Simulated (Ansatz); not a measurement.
# LiGeN (P6_3mc): the gap up the ladder of methods, part 2 of 3

What gap does each level of theory give for LiGeN (P6_3mc), and in what time?

Ansatz 0.2.0; density functionals, hybrids and G0W0, plane waves, PAW. Known limits of the many-body steps: finite bands, screening cutoff and k mesh; no spin-orbit coupling in G0W0.

So far. Step 5 (PBE+SOC on the 12×12×4 mesh): Over mesh and listed points the gap is 1.454 eV, from k = (0.133, 0.133, 0.000) to k = (0.500, 0.000, 0.000). The least direct gap found is 2.395 eV, at k = (0.450, 0.000, 0.000). PBE+SOC against PBE: 1.454 − 1.458 = −0.004 eV, with the same mesh, set of files (read in its fully relativistic form for the spin-orbit run) and cutoff, and both edges at the same k points.

In doubt: masses and optical values from hybrid runs of this build are listed as unsure (step 11), which bears on the screening that GW takes from such a start.

### Step 7. HSE06 on the 6×6×2 mesh

HSE06 mixes in a quarter of exact exchange at short range.

This step: DFT, HSE06, plane waves, PAW; PAW set soft_1.

Contents of input.yaml:

```yaml
crystal:
  lattice:
    - [3.0124085355, 0.0, 0.0]
    - [-1.5062042677, 2.6088223183, 0.0]
    - [0.0, 0.0, 9.419459]
  atoms:
    - { symbol: Li, position: [0.66666667, 0.33333333, 0.743392] }
    - { symbol: Li, position: [0.33333333, 0.66666667, 0.243392] }
    - { symbol: Ge, position: [0.0, 0.0, 0.498023] }
    - { symbol: Ge, position: [0.0, 0.0, 0.998023] }
    - { symbol: "N", position: [0.33333333, 0.66666667, 0.603223] }
    - { symbol: "N", position: [0.66666667, 0.33333333, 0.103223] }
kpoints:
  mp_grid: { grid: [6, 6, 2] }
  band_path:
    path:
      - [0.0, 0.0, 0.0]
      - [0.5, 0.0, 0.0]
      - [0.33333333, 0.33333333, 0.0]
      - [0.0, 0.0, 0.5]
      - [0.5, 0.0, 0.5]
      - [0.33333333, 0.33333333, 0.5]
      - [0.133333332, 0.133333332, 0.0]
      - [0.45, 0.0, 0.0]
    npoints: 1
hamiltonian:
  xc: hse06
  pseudopotentials: { kind: paw, azcp: { folder: soft_1 } }
scf:
  occupations: { method: fixed }
  n_extra_bands: 6
output:
  eigenvalues: true
  write_density: true
  write_potential: true
  elf: true
  volumetric_format: npy
```

Command:

```console
> ansatz run input.yaml --threads 3 --pin off --max-ram 92160MiB --backend cuda --events-out ev --progress --plain --runs-dir out --devices 1 --max-vram 13GiB
```

Numbers of over 12 decimals in the logs are rounded to 6 here.

Output:

```text
[...]
GPUs: using 1 of 1 available (devices: 1).
[...]
davidson cushion auto → on  (no smearing: the cushion is to keep the highest requested band from converging to the state above it; pin scf.eigensolver.cushion to override)
[...]
GPU FFT provider: cuFFT
GPU libraries: cuBLAS 13.8.2, cuFFT 12.4.0, cuSOLVER 12.3.4
Crystal: 6 atoms, lattice volume = 74.026 Å³
Basis set: ecut = 420 eV, 1399 PW (Γ)
[...]
Fermi energy:    6.972672 eV
[...]
--- Band table (eV; the first three rows and the last of 14) ---
  k-point 0: bands = [... 18 lower, 5.7334, 5.7346, 5.7346, 6.6393, 10.5891, 11.6744, 15.3086, 15.8584, ... 2 higher]
  k-point 1: bands = [... 18 lower, 5.7340, 5.7340, 5.7340, 5.7340, 11.2831, 11.2831, 15.5748, 15.5748, ... 2 higher]
  k-point 2: bands = [... 18 lower, 4.7616, 5.2202, 5.2472, 6.8747, 11.7014, 12.9795, 14.1933, 14.4473, ... 2 higher]
  k-point 13: bands = [... 18 lower, 3.4850, 3.4850, 6.2983, 6.2983, 10.2406, 10.2406, 12.4456, 12.4456, ... 2 higher]
[key lines of the parts left out:]
Free energy (F): -9770.664594 eV
```

The job ended after 20 s (1 × NVIDIA H100 80GB HBM3 (shared by 6 runs) with 3 threads of AMD EPYC 7R13 (Zen 3), shared host; peak memory 1.3 GiB).

Numbers from this step:

* gap: 2.232 eV
* valence top at: k = (0.167, 0.167, 0.000)
* conduction bottom at: M
* least direct gap: 3.180 eV
* exact-exchange fraction: 0.25

Over mesh and listed points the gap is 2.232 eV, from k = (0.167, 0.167, 0.000) to k = (0.500, 0.000, 0.000). The least direct gap found is 3.180 eV, at k = (0.500, 0.000, 0.000). HSE06 against PBE: 2.232 − 1.458 = +0.774 eV. The runs also differ in mesh (12×12×4 and 6×6×2), and the valence top lies at another k point, so how much of this comes from the functional alone is not known.

### Step 8. PBE0 on the 6×6×2 mesh

PBE0 mixes in a quarter of exact exchange at all distances.

This step: DFT, PBE0, plane waves, PAW; PAW set soft_1.

Edit input.yaml of step 7 so:

```diff
@@ -26,3 +26,3 @@
 hamiltonian:
-  xc: hse06
+  xc: pbe0
   pseudopotentials: { kind: paw, azcp: { folder: soft_1 } }
```

Output:

```text
[...]
GPUs: using 1 of 1 available (devices: 1).
[...]
GPU FFT provider: cuFFT
GPU libraries: cuBLAS 13.8.2, cuFFT 12.4.0, cuSOLVER 12.3.4
Crystal: 6 atoms, lattice volume = 74.026 Å³
Basis set: ecut = 420 eV, 1399 PW (Γ)
Bands: 28, of which v1, the nominal top of the filled ones, is band 22 counted from 1 (21 counted from 0)
Symmetry: 12 space group operations
[...]
k-points: 14 of 72
[...]
Fermi energy:    6.627787 eV
[...]
--- Band table (eV; the first three rows and the last of 14) ---
  k-point 0: bands = [... 18 lower, 5.3607, 5.3612, 5.3612, 6.2610, 10.9237, 12.0345, 15.6744, 16.2408, ... 2 higher]
  k-point 1: bands = [... 18 lower, 5.3609, 5.3609, 5.3609, 5.3609, 11.6348, 11.6348, 15.9474, 15.9474, ... 2 higher]
  k-point 2: bands = [... 18 lower, 4.3428, 4.8436, 4.8714, 6.4998, 12.0483, 13.3511, 14.5717, 14.8287, ... 2 higher]
  k-point 13: bands = [... 18 lower, 3.0894, 3.0894, 5.9349, 5.9349, 10.5855, 10.5855, 12.8208, 12.8208, ... 2 higher]
[key lines of the parts left out:]
Free energy (F): -9770.854612 eV
```

Run time: 18 s. Hardware: 1 × NVIDIA H100 80GB HBM3 (shared by 6 runs) with 3 threads; peak memory 1.3 GiB; 24 s of CPU time.

Numbers from this step:

```yaml
gap: 2.901 eV
valence_top_at: K
conduction_bottom_at: M
least_direct_gap: 3.870 eV
exact_exchange_fraction: 0.25
```

Over mesh and listed points the gap is 2.901 eV, from k = (0.333, 0.333, 0.000) to k = (0.500, 0.000, 0.000). The least direct gap found is 3.870 eV, at k = (0.500, 0.000, 0.000). PBE0 against HSE06: 2.901 − 2.232 = +0.669 eV. Mesh, set of files and cutoff are the same, but the valence top lies at another k point, so this need not be the shift of one pair of states.

### Step 9. DDH-PBE0 on the 6×6×2 mesh

The input asks for a share of exact exchange of one over the crystal's ε∞, which the program works out first.

This step: DFT, dielectric-dependent PBE0 (fraction 1/eps_inf of PBE), plane waves, PAW; PAW set soft_1.

Edit input.yaml of step 8 so:

```diff
@@ -12,2 +12,3 @@
     - { symbol: "N", position: [0.66666667, 0.33333333, 0.103223] }
+  host: atoms
 kpoints:
@@ -26,3 +27,6 @@
 hamiltonian:
-  xc: pbe0
+  xc:
+    exchange: pbe
+    correlation: pbe
+    exx: { coeff: inverse_dielectric }
   pseudopotentials: { kind: paw, azcp: { folder: soft_1 } }
@@ -33,5 +37 @@
   eigenvalues: true
-  write_density: true
-  write_potential: true
-  elf: true
-  volumetric_format: npy
```

Output:

```text
[...]
the fraction of exact exchange is that of a crystal of Li2Ge2N2
GPUs: using 1 of 1 available (devices: 1).
[...]
a weight of exact exchange comes from the crystal, and the text's number only plans the run
Solving k-mesh 6×6×4 for the fraction of exact exchange
[...]
Fermi energy:    7.092567 eV
[...]
--- Band table (eV; the first three rows and the last of 14) ---
  k-point 0: bands = [... 18 lower, 5.9209, 5.9217, 5.9217, 6.7806, 10.5326, 11.5704, 15.2287, 15.7210, ... 2 higher]
  k-point 1: bands = [... 18 lower, 5.9213, 5.9213, 5.9213, 5.9213, 11.2013, 11.2013, 15.4698, 15.4698, ... 2 higher]
  k-point 2: bands = [... 18 lower, 4.9501, 5.4254, 5.4524, 7.0068, 11.6302, 12.8423, 14.0883, 14.3408, ... 2 higher]
  k-point 13: bands = [... 18 lower, 3.7830, 3.7830, 6.3683, 6.3683, 10.3043, 10.3043, 12.4216, 12.4216, ... 2 higher]
[key lines of the parts left out:]
Free energy (F): -9769.946886 eV
```

The job ended after 31 s (1 × NVIDIA H100 80GB HBM3 (shared by 6 runs) with 3 threads; peak memory 1.6 GiB).

Numbers from this step:

```yaml
gap: 2.189 eV
valence_top_at: k = (0.133, 0.133, 0.000)
conduction_bottom_at: M
least_direct_gap: 3.144 eV
exact_exchange_fraction: 0.1269
```

Over mesh and listed points the gap is 2.189 eV, from k = (0.133, 0.133, 0.000) to k = (0.500, 0.000, 0.000). The least direct gap found is 3.144 eV, at k = (0.450, 0.000, 0.000). On the 6×6×2 mesh alone the same run gives 2.191 eV, so that mesh misses an edge of DDH-PBE0: 2.191 − 2.189 = +0.002 eV. DDH-PBE0 against PBE0: 2.189 − 2.901 = −0.712 eV. Mesh, set of files and cutoff are the same, but the valence top lies at another k point, so this need not be the shift of one pair of states.

### Step 10. G0W0@PBE, 6×6×2 mesh, 586 empty bands, screening to 230 eV, PAW set soft_1 files

G0W0 replaces the xc potential by a self-energy built once from the orbitals of the start. Levels are corrected in the window of bands that the input names, at points of the mesh.

This step: G0W0 on PBE, plane waves, PAW; PAW set soft_1.

Contents of input.yaml:

```yaml
crystal:
  lattice:
    - [3.0124085355, 0.0, 0.0]
    - [-1.5062042677, 2.6088223183, 0.0]
    - [0.0, 0.0, 9.419459]
  atoms:
    - { symbol: Li, position: [0.66666667, 0.33333333, 0.743392] }
    - { symbol: Li, position: [0.33333333, 0.66666667, 0.243392] }
    - { symbol: Ge, position: [0.0, 0.0, 0.498023] }
    - { symbol: Ge, position: [0.0, 0.0, 0.998023] }
    - { symbol: "N", position: [0.33333333, 0.66666667, 0.603223] }
    - { symbol: "N", position: [0.66666667, 0.33333333, 0.103223] }
kpoints:
  mp_grid: { grid: [6, 6, 2] }
hamiltonian:
  xc: pbe
  pseudopotentials: { kind: paw, azcp: { folder: soft_1 } }
scf:
  occupations: { method: fixed }
gw:
  n_empty_bands: 586
  ecut_chi: 230.0
  qp_bands: [v2, c2]
  qp_kpoints: band_edges
  screening: { model: contour_deformation }
```

Output:

```text
GPUs: using 1 of 1 available (devices: 1).
[...]
GPU FFT provider: cuFFT
GPU libraries: cuBLAS 13.8.2, cuFFT 12.4.0, cuSOLVER 12.3.4
Crystal: 6 atoms, lattice volume = 74.026 Å³
Basis set: ecut = 420 eV, 1399 PW (Γ)
Bands: 28, of which v1, the nominal top of the filled ones, is band 22 counted from 1 (21 counted from 0)
Symmetry: 12 space group operations
[...]
k-points: 14 of 72
[...]
1    24     10.7690   -10.3579    -4.5343   -15.1913  0.7706    11.0693    11.0681  root
[...]
13    21      6.8044   -15.8717     1.3287   -13.7431  0.7559     5.9909     6.0045  root
    13    22      6.8044   -15.8717     1.3287   -13.7431  0.7559     5.9909     6.0045  root
    13    23     10.0211    -8.6289    -3.7332   -12.4793  0.7715    10.1384    10.1382  root
    13    24     10.0211    -8.6289    -3.7332   -12.4793  0.7715    10.1384    10.1382  root
[key lines of the parts left out:]
SCF converged after 8 iterations
Free energy (F): -9769.099719 eV
Fermi energy:    7.578000 eV
```

The job ended after 34 s (1 × NVIDIA H100 80GB HBM3 (shared by 6 runs) with 3 threads; peak memory 2 GiB).

Numbers from this step:

```
bands summed                                    : 608
RPA ε∞ on this mesh (eigenvalues)               : 5.776, 8.505, 8.505
plane waves in the screening matrix             : 599
G0W0 gap over the corrected points              : 2.185 eV
k of the valence top                            : 0.1667, 0.1667, 0
k of the conduction bottom                      : 0, -0.5, 0
starting gap on the mesh                        : 1.467 eV
Z at the valence top                            : 0.7406
Z at the conduction bottom                      : 0.7739
least direct G0W0 gap over the corrected points : 3.301 eV
```

Over 12 of 14 irreducible mesh points the G0W0 gap is 2.185 eV, from k = (0.167, 0.167, 0.000) to k = (0.000, -0.500, 0.000). The PBE gap of this run on the mesh is 1.467 eV. The two states that bound the G0W0 gap lie that far apart at the start, so the correction of the gap is 2.185 − 1.467 = +0.718 eV.

### Step 11. G0W0@HSE06, 6×6×2 mesh, 586 empty bands, screening to 230 eV, PAW set soft_1 files

This step: G0W0 on HSE06, plane waves, PAW; PAW set soft_1.

Edit input.yaml of step 10 so:

```diff
@@ -15,3 +15,3 @@
 hamiltonian:
-  xc: pbe
+  xc: hse06
   pseudopotentials: { kind: paw, azcp: { folder: soft_1 } }
```

Output:

```text
GPUs: using 1 of 1 available (devices: 1).
[...]
GPU FFT provider: cuFFT
GPU libraries: cuBLAS 13.8.2, cuFFT 12.4.0, cuSOLVER 12.3.4
Crystal: 6 atoms, lattice volume = 74.026 Å³
Basis set: ecut = 420 eV, 1399 PW (Γ)
Bands: 28, of which v1, the nominal top of the filled ones, is band 22 counted from 1 (21 counted from 0)
Symmetry: 12 space group operations
[...]
k-points: 14 of 72
[...]
1    23     11.2831    -9.9802    -4.4078   -14.4431  0.7970    11.3383    11.3382  root
     1    24     11.2831    -9.9802    -4.4078   -14.4431  0.7970    11.3383    11.3382  root
[...]
13    21      6.2983   -15.8164     1.1736   -14.1155  0.7858     5.7674     5.7711  root
    13    22      6.2983   -15.8164     1.1736   -14.1155  0.7858     5.7674     5.7711  root
    13    23     10.2406    -8.2004    -3.6393   -11.8746  0.7984    10.2756    10.2756  root
    13    24     10.2406    -8.2004    -3.6393   -11.8746  0.7984    10.2756    10.2756  root
[key lines of the parts left out:]
Free energy (F): -9770.664594 eV
Fermi energy:    6.972672 eV
```

Elapsed: 68 s, on 1 × NVIDIA H100 80GB HBM3 (shared by 6 runs) with 3 threads; peak memory 2.5 GiB; 89 s of CPU time.

Numbers from this step:

- bands summed: 608
- RPA ε∞ on this mesh (eigenvalues): 4.616, 6.633, 6.633
- plane waves in the screening matrix: 599
- G0W0 gap over the corrected points: 2.582 eV
- k of the valence top: 0.1667, 0.1667, 0
- k of the conduction bottom: 0, -0.5, 0
- starting gap on the mesh: 2.232 eV
- Z at the valence top: 0.7716
- Z at the conduction bottom: 0.8019
- least direct G0W0 gap over the corrected points: 3.691 eV

Over 11 of 14 irreducible mesh points the G0W0 gap is 2.582 eV, from k = (0.167, 0.167, 0.000) to k = (0.000, -0.500, 0.000). The HSE06 gap of this run on the mesh is 2.232 eV. The two states that bound the G0W0 gap lie that far apart at the start, so the correction of the gap is 2.582 − 2.232 = +0.350 eV. G0W0@HSE06 against G0W0@PBE with 608 bands: 2.582 − 2.185 = +0.397 eV, with the same mesh, files and cutoffs, and both edges at the same k points.

### Step 12. G0W0@LDA, 6×6×2 mesh, 586 empty bands, screening to 230 eV, PAW set soft_1 files

This step: G0W0 on LDA, plane waves, PAW; PAW set soft_1.

Edit input.yaml of step 11 so:

```diff
@@ -15,4 +15,4 @@
 hamiltonian:
-  xc: hse06
-  pseudopotentials: { kind: paw, azcp: { folder: soft_1 } }
+  xc: lda
+  pseudopotentials: { kind: paw, azcp: { folder: soft_1 }, xc_functional: pbe }
 scf:
```

Output:

```text
GPUs: using 1 of 1 available (devices: 1).
[...]
GPU FFT provider: cuFFT
GPU libraries: cuBLAS 13.8.2, cuFFT 12.4.0, cuSOLVER 12.3.4
Crystal: 6 atoms, lattice volume = 74.026 Å³
Basis set: ecut = 420 eV, 1399 PW (Γ)
Bands: 28, of which v1, the nominal top of the filled ones, is band 22 counted from 1 (21 counted from 0)
Symmetry: 12 space group operations
[...]
k-points: 14 of 72
[...]
1    24     10.4358   -10.4437    -4.6189   -15.5643  0.7692    10.9412    10.9375  root
[...]
13    21      6.4669   -15.9023     1.2424   -14.0974  0.7554     5.8982     5.9045  root
    13    22      6.4669   -15.9023     1.2424   -14.0974  0.7554     5.8982     5.9045  root
    13    23      9.7069    -8.6731    -3.8203   -12.8262  0.7709    10.0413    10.0396  root
    13    24      9.7069    -8.6731    -3.8203   -12.8262  0.7709    10.0413    10.0396  root
[key lines of the parts left out:]
SCF converged after 8 iterations
Free energy (F): -9584.874301 eV
Fermi energy:    7.283013 eV
```

It took 53 s on 1 × NVIDIA H100 80GB HBM3 (shared by 6 runs) with 3 threads; peak memory 2 GiB.

Numbers from this step:

* bands summed: 608
* RPA ε∞ on this mesh (eigenvalues): 5.881, 8.593, 8.593
* plane waves in the screening matrix: 599
* G0W0 gap over the corrected points: 2.212 eV
* k of the valence top: 0.1667, 0.1667, 0
* k of the conduction bottom: 0, -0.5, 0
* starting gap on the mesh: 1.440 eV
* Z at the valence top: 0.7403
* Z at the conduction bottom: 0.7734
* least direct G0W0 gap over the corrected points: 3.297 eV

Over 12 of 14 irreducible mesh points the G0W0 gap is 2.212 eV, from k = (0.167, 0.167, 0.000) to k = (0.000, -0.500, 0.000). The LDA gap of this run on the mesh is 1.440 eV. The two states that bound the G0W0 gap lie that far apart at the start, so the correction of the gap is 2.212 − 1.440 = +0.772 eV. G0W0@LDA against G0W0@HSE06 with 608 bands: 2.212 − 2.582 = −0.370 eV, with the same mesh, files and cutoffs, and both edges at the same k points.

[end of part 2 of 3]

[Paths, hosts, dates, memory and timing lines, banners, echoed tables and standing remarks are left out of the program output.]

[Logs are printed without paths, hosts, clocks, repeated set-up lines and the standing remarks that a program may print on its own settings, such as how far it seeks lower states.]

[Runs of the session that timed out or met a known fault of the program may be left out.]

[Cells called generated may have been cut or substituted from an entry of the Crystallography Open Database or the Materials Project.]

[Hosts, paths, dates, database ids (printed as entryN), source tags and the programs' standing remarks are cut or masked in the printed files.]

[Where an RPA ε∞ is given, it is that of the G0W0 mesh and is not shown converged in it. Names of k-points follow the symmetry that the program found, which can be lower than the space group named. Band edges on a path are those of the sampled points; other points can move an edge, and change direct to indirect where valleys lie close.]

[Hybrid gaps are those of their k-mesh and are not shown converged in it.]
